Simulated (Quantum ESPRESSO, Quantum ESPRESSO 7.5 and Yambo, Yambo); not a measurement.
# LuBi2O4Cl (P4/mmm): G0W0 on several meshes in Yambo

Wanted: mesh dependence and cost of G0W0 for LuBi2O4Cl (P4/mmm).

Calculated with Quantum ESPRESSO 7.5 and Yambo 5.3.0; PBEsol and many-body steps on it, plane waves.

Report form: the programs' logs are mostly left out.

### Step 1. The starting structure

Symmetry: P4/mmm, No. 123, tetragonal system. The conventional cell has a = 3.823 Å, b = 3.823 Å, c = 8.856 Å, α = 90.00°, β = 90.00°, γ = 90.00°. Lu has 8 O at 2.34 Å nearest. Bi has 4 O at 2.23 Å nearest. Cl has 8 Bi at 3.33 Å nearest. O has 2 Bi at 2.23 Å and 2 Lu at 2.34 Å nearest. Farther neighbours and most contacts between anions are not listed.

The cell and positions come from the Crystallography Open Database and are kept as given unless a step says otherwise. Spin-orbit coupling is left out unless a step names it.

### Step 2. Empty states on the mesh, 4×4×1 mesh, 590 bands

This step: Quantum ESPRESSO 7.5; DFT, PBEsol, plane waves, norm-conserving pseudopotentials.

The sums over transitions need many empty states on a uniform mesh; this step solves for them.

File pw.in:

```
&control
  calculation = 'nscf'
  prefix = 'x'
  outdir = 'o'
  pseudo_dir = 'pseudo'
/
&system
  ibrav = 0
  nat = 8
  ntyp = 4
  ecutwfc = 92.0
  nbnd = 590
  force_symmorphic = .true.
/
&electrons
  conv_thr = 1e-9
  electron_maxstep = 80
  diago_full_acc = .true.
  diago_thr_init = 5e-6
/
ATOMIC_SPECIES
  Lu 174.97 Lu.upf
  Bi 208.98 Bi.upf
  Cl 35.45 Cl.upf
  O 15.999 O.upf
CELL_PARAMETERS angstrom
  3.8232000000 0.0000000000 0.0000000000
  0.0000000000 3.8232000000 0.0000000000
  0.0000000000 0.0000000000 8.8560000000
ATOMIC_POSITIONS crystal
  Lu 0.0000000000 0.0000000000 0.0000000000
  Bi 0.5000000000 0.5000000000 0.7193000000
  Bi 0.5000000000 0.5000000000 0.2807000000
  Cl 0.0000000000 0.0000000000 0.5000000000
  O 0.5000000000 0.0000000000 0.8480000000
  O 0.0000000000 0.5000000000 0.8480000000
  O 0.5000000000 0.0000000000 0.1520000000
  O 0.0000000000 0.5000000000 0.1520000000
K_POINTS automatic
  4 4 1 0 0 0
```

Started as:

```sh
$ OMP_NUM_THREADS=1 mpirun -n 8 pw.x -nk 4 -in pw.in > pw.out
```

The job ended after 3.2 min (8 MPI ranks of Arm Neoverse V1, shared host; peak memory 3.4 GiB).

Numbers from this step:

- gap: 1.125 eV
- k of the valence top: -0.5, -0.5, 0
- k of the conduction bottom: 0, 0, 0
- least direct gap: 1.513 eV
- k points computed: 6
- lowest point of the top converged band, above the valence top: 138.1076 eV

On this mesh the gap is 1.125 eV.

The density comes from a self-consistent run that is not shown.

### Step 3. Conversion and set-up

This step: Yambo 5.3.0; conversion and set-up on PBEsol, plane waves, norm-conserving pseudopotentials.

The states are converted to the many-body program's format and the q mesh is built.

Started as:

```sh
$ (cd o/x.save; p2y > p2y.log; mv SAVE ../..); yambo > setup.log
```

Wall time 4.8 s (1 MPI rank); peak memory 0.25 GiB.

### Step 4. 4×4×1

G0W0 replaces the xc potential by the self-energy, built once from these orbitals. Only a window of levels is corrected, while the sums run over the empty bands that the input names.

This step: G0W0 on PBEsol, plane waves, norm-conserving pseudopotentials.

File gw2.in:

```
HF_and_locXC
gw0
dyson
ppa
em1d
rim_cut
RandQpts= 1000000
RandGvec= 1 RL
EXXRLvcs= 92 Ry
VXCRLvcs= 368 Ry
Chimod= "HARTREE"
% BndsRnXp
 1 | 271 |
%
NGsBlkXp= 11.5 Ry
% LongDrXp
 1 | 1 | 1 |
%
% GbndRnge
 1 | 271 |
%
DysSolver= "n"
ExtendOut
PPAPntXp= 27.21138 eV
% QPkrange
 6 | 6 | 50 | 53 |
 1 | 1 | 50 | 53 |
%
```

Started as:

```sh
$ OMP_NUM_THREADS=1 mpirun -n 8 yambo -F gw2.in -J gw2 -C gw2 > gw2.log
```

Run time: 4.9 min. Hardware: 8 MPI ranks; peak memory 7.4 GiB; 39 min of CPU time.

Numbers from this step:

```
G0W0 gap on the points computed              : 1.286 eV
starting gap on the mesh                     : 1.125 eV
k of the valence top                         : -0.5, -0.5, 0
k of the conduction bottom                   : 0, 0, 0
least direct G0W0 gap on the computed points : 1.984 eV
Z at the valence top                         : 0.7766
Z at the conduction bottom                   : 0.8394
```

The gap on the mesh goes from 1.13 eV to 1.29 eV, a correction of +0.16 eV.

### Step 5. Empty states on the mesh, 2×2×1 mesh, 271 bands

This step: Quantum ESPRESSO 7.5; DFT, PBEsol, plane waves, norm-conserving pseudopotentials.

pw.in: that of step 2 with these lines changed.

```diff
@@ -11,3 +11,3 @@
   ecutwfc = 92.0
-  nbnd = 590
+  nbnd = 271
   force_symmorphic = .true.
@@ -39,2 +39,2 @@
 K_POINTS automatic
-  4 4 1 0 0 0
+  2 2 1 0 0 0
```

Started as:

```sh
$ OMP_NUM_THREADS=1 mpirun -n 8 pw.x -nk 4 -in pw.in > pw.out
```

Elapsed: 31 s, on 8 MPI ranks; peak memory 1.4 GiB.

Numbers from this step:

```
gap                                                           : 1.125 eV
k of the valence top                                          : -0.5, -0.5, 0
k of the conduction bottom                                    : 0, 0, 0
least direct gap                                              : 1.513 eV
k points computed                                             : 3
lowest point of the top converged band, above the valence top : 72.6580 eV
```

On this mesh the gap is 1.125 eV.

### Step 6. Conversion and set-up

This step: Yambo 5.3.0; conversion and set-up on PBEsol, plane waves, norm-conserving pseudopotentials.

Started as:

```sh
$ (cd o/x.save; p2y > p2y.log; mv SAVE ../..); yambo > setup.log
```

The job ended after 3.7 s (1 MPI rank; peak memory 0.25 GiB).

### Step 7. 2×2×1

This step: G0W0 on PBEsol, plane waves, norm-conserving pseudopotentials.

gw11.in, as its differences from gw2.in of step 4:

```diff
@@ -25,3 +25,3 @@
 % QPkrange
- 6 | 6 | 50 | 53 |
+ 3 | 3 | 50 | 53 |
  1 | 1 | 50 | 53 |
```

Started as:

```sh
$ OMP_NUM_THREADS=1 mpirun -n 8 yambo -F gw11.in -J gw11 -C gw11 > gw11.log
```

Elapsed: 57 s, on 8 MPI ranks; peak memory 4.9 GiB.

This step gave:

```
G0W0 gap on the points computed              : 1.157 eV
starting gap on the mesh                     : 1.125 eV
k of the valence top                         : -0.5, -0.5, 0
k of the conduction bottom                   : 0, 0, 0
least direct G0W0 gap on the computed points : 1.834 eV
Z at the valence top                         : 0.7727
Z at the conduction bottom                   : 0.8316
```

Against G0W0 in Yambo (4×4×1 mesh, 271 bands, screening to 156.5 eV, Godby-Needs plasmon pole), the gap moves by −0.129 eV.

### Step 8. The runs together

Times are wall times on 8 MPI ranks of Arm Neoverse V1, shared host, good to a factor of about two.

```
  run   mesh  bands  screening cutoff (eV)  DFT gap (eV)  gap on the mesh (eV)  direct (eV)     time
4×4×1  4×4×1    271                  156.5         1.125                 1.286        1.984  4.9 min
2×2×1  2×2×1    271                  156.5         1.125                 1.157        1.834     57 s
```

### Step 9. Outcome

| Property | Result |
| --- | --- |
| 4×4×1 | 1.286 eV |
| 2×2×1 | 1.157 eV |
| known limits | not at the basis limit; no spin-orbit coupling; coarse k mesh |

What this shows: 2×2×1: −0.129 eV against 4×4×1. Bands and cutoff are finite, so the gap is not at the basis limit. The miss can reach some tenths of an eV and take either sign; the mesh is an error of its own. In the G0W0 runs levels were corrected at 2 k points alone, so a gap called «on the mesh» is the least over those, and an edge elsewhere would be missed. The 4×4×1 mesh is coarse for this cell, which bears on the long-range parts of exchange and screening. Mesh or cutoff lie under what a gap needs, so these runs test behaviour and cost; their gaps are not to be quoted. Where an edge is built on 6p states of lead, bismuth or thallium, scalar-relativistic gaps usually stand too wide, by a few tenths to over one eV. The many-body steps are scalar-relativistic: spin-orbit coupling is not in them.

[Paths, hosts, dates, memory and timing lines, banners, echoed tables and standing remarks are left out of the program output.]

[Logs are printed without paths, hosts, clocks, repeated set-up lines and the standing remarks that a program may print on its own settings, such as how far it seeks lower states.]

[Runs of the session that timed out or met a known fault of the program may be left out.]

[Hosts, paths, dates, database ids (printed as entryN), source tags and the programs' standing remarks are cut or masked in the printed files.]
